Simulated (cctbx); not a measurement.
**Diagnosing a refinement**

Cell a = 3.9290 Å, b = 3.9290 Å, c = 9.4090 Å, α = 90.00°, β = 90.00°, γ = 120.00°; space group P3m1 (no. 156).

Simulated single-crystal data (cctbx): Mo Kα, λ = 0.71073 Å, to d = 0.65 Å, 70 % of the full sphere, strongest reflection 20000 counts, noise from counting, a 6 % proportional error and a noise floor of 15 counts (s.d.); no absorption.

An anisotropic refinement with weights 1/σ² prints:

```text
Rint 0.057, 434 unique reflections to 0.65 A
cycle     R1     wR2    GooF  max shift (A)
   1  0.1668  0.3441   4.784   0.00000
final R1 0.1668 wR2 0.3441 GooF 4.784  parameters 27  data/parameter 16.1
atom        x        y        z      Ueq    occ   su(xyz)  su(Uiso or U11)
Cu1    0.33333  0.66667  0.57303   0.0091  1.000  0.00122  0.0049
Cu2    0.33333  0.66667  0.07621   0.0105  1.000  0.00119  0.0050
Cu3    0.00000  0.00000  0.92697   0.0102  1.000  0.00101  0.0064
Co1    0.00000  0.00000  0.42822   0.0120  1.000  0.00124  0.0066
V1     0.66667  0.33333  0.47070   0.0147  1.000  0.00255  0.0048
V2     0.66667  0.33333  0.00746   0.0083  1.000  0.00285  0.0034
V3     0.33333  0.66667  0.33022   0.0123  1.000  0.00233  0.0056
V4     0.00000  0.00000  0.67227   0.0112  1.000  0.00240  0.0040
Al1    0.33333  0.66667  0.82605   0.0153  1.000  0.00433  0.0094
difference map: max 34.96 min -6.54 rms 1.58
Q1    0.0000  0.0000  0.1862    1   35.12  2.28 A from Co1
Q2    0.3333  0.6667  0.3176    1   22.70  0.12 A from V3
Q3    0.3333  0.6667  0.8268    1   21.36  0.01 A from Al1
Q4    0.3333  0.6667  0.0753    1   18.37  0.01 A from Cu2
Q5    0.3333  0.6667  0.5710    1   15.67  0.02 A from Cu1
Q6    0.6667  0.3333  0.4853    1   13.63  0.14 A from V1
```

**Question.** Can this result stand? If not, what is the likely fault?

Mend it. The fault: an atom left out, Al at (0, 0, 0.1894). Against the right model at the same level, R1 goes from 0.0307 to 0.1668 and GooF from 0.93 to 4.78 and the top difference peak, 35.1 e/Å³, lies 2.28 Å from Co1. Q1 is the missing atom. With scattering power missing, scale and phases suffer, so peaks may also grow on the heavy atoms.

The compound is Al2V4CoCu3. The right model at the same level gives:

```text
Rint 0.057, 434 unique reflections to 0.65 A
cycle     R1     wR2    GooF  max shift (A)
   1  0.0338  0.0749   1.045   0.01337
   5  0.0307  0.0667   0.931   0.00014
final R1 0.0307 wR2 0.0667 GooF 0.931  parameters 30  data/parameter 14.5
atom        x        y        z      Ueq    occ   su(xyz)  su(Uiso or U11)
Cu1    0.33333  0.66667  0.57257   0.0103  1.000  0.00022  0.0008
Cu2    0.33333  0.66667  0.07639   0.0105  1.000  0.00021  0.0008
Cu3    0.00000  0.00000  0.92646   0.0093  1.000  0.00021  0.0008
Co1    0.00000  0.00000  0.42781   0.0118  1.000  0.00026  0.0009
V1     0.66667  0.33333  0.47094   0.0153  1.000  0.00044  0.0009
V2     0.66667  0.33333  0.00824   0.0080  1.000  0.00053  0.0007
V3     0.33333  0.66667  0.33086   0.0119  1.000  0.00043  0.0008
V4     0.00000  0.00000  0.67275   0.0124  1.000  0.00045  0.0010
Al1    0.33333  0.66667  0.82456   0.0137  1.000  0.00088  0.0018
Al2    0.00000  0.00000  0.19022   0.0105  1.000  0.00079  0.0016
Flack x: 0.08(8)
Hooft y: 0.013(81)  Bijvoet pairs: 211
difference map: max 1.19 min -1.48 rms 0.27
Q1    0.6667  0.3333  0.6906    1    1.21  2.07 A from V1
Q2    0.0000  0.0000  0.8869    1    1.21  0.37 A from Cu3
Q3    0.0000  0.0000  0.6754    1    1.07  0.02 A from V4
Q4    0.6667  0.3333  0.7999    1    1.03  1.96 A from V2
Q5    0.6667  0.3333  0.8987    1    0.99  1.03 A from V2
Q6    0.1918  0.3836  0.9876    3    0.93  1.28 A from Cu2
```

The model was made for the exercise: a known structure type with other elements put in, its volume estimated, not relaxed; displacement parameters are assumed.

[Middle refinement cycles are left out of these outputs.]

[Logs are printed without paths, hosts, clocks, repeated set-up lines and the standing remarks that a program may print on its own settings, such as how far it seeks lower states.]
